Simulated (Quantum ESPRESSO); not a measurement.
ScFeGe: parallel and opposed starts. Symmetry: P-62m, No. 189, hexagonal system. Conventional cell: a = 6.585 Å, b = 6.585 Å, c = 3.952 Å, α = 90.00°, β = 90.00°, γ = 120.00°. Nearest to Sc lie 5 Ge at 2.74 to 2.80 Å and 6 Fe at 3.06 to 3.09 Å. Fe has 4 Ge at 2.49 to 2.61 Å and 2 Fe at 2.62 Å and 6 Sc at 3.06 to 3.09 Å nearest. Ge has 6 Fe at 2.49 Å and 3 Sc at 2.74 Å nearest. Ge has 3 Fe at 2.61 Å and 6 Sc at 2.80 Å nearest. Farther neighbours are not listed. The calculation used LDA; plane waves with GBRV 1.5 LDA potentials, no spin-orbit coupling (and 1 further level or step) in Quantum ESPRESSO 7.5, with GBRV 1.5 LDA, cutoff 544.23 eV, 6×6×6 k-mesh, 81 bands, fermi-dirac occupations, smearing width 0.1 eV, collinear spin, SCF threshold 1.80e-8, mesh matched on, starting moments 0 0 0 2.8 2.8 2.8 0 0 0 μB in one of its runs. The lowest state found is ferromagnetic (from ferro +++), the largest site moment is 1.94 μB and the next state with moments is ferrimagnetic, 25.8 meV a seeded atom higher. It took 2 runs, 10 min in all on 4 MPI ranks of Arm Neoverse V2, shared host (the runs of this entry). The smearing terms TS of the orders run from 105 to 114 meV a seeded atom, so the differences would change at a smaller width: an order with a larger TS is lowered more by the smearing. Only these 2 starts were compared; other wavevectors, canted and longer-period orders were not. The run is spin-polarised, with a total moment of 5.40 μB a cell (absolute 6.75).

[Hosts, paths, dates, database ids (printed as entryN), source tags and the programs' standing remarks are cut or masked in the printed files.]

[Where a cell is said to come from a database of computed structures, the database is the Materials Project.]
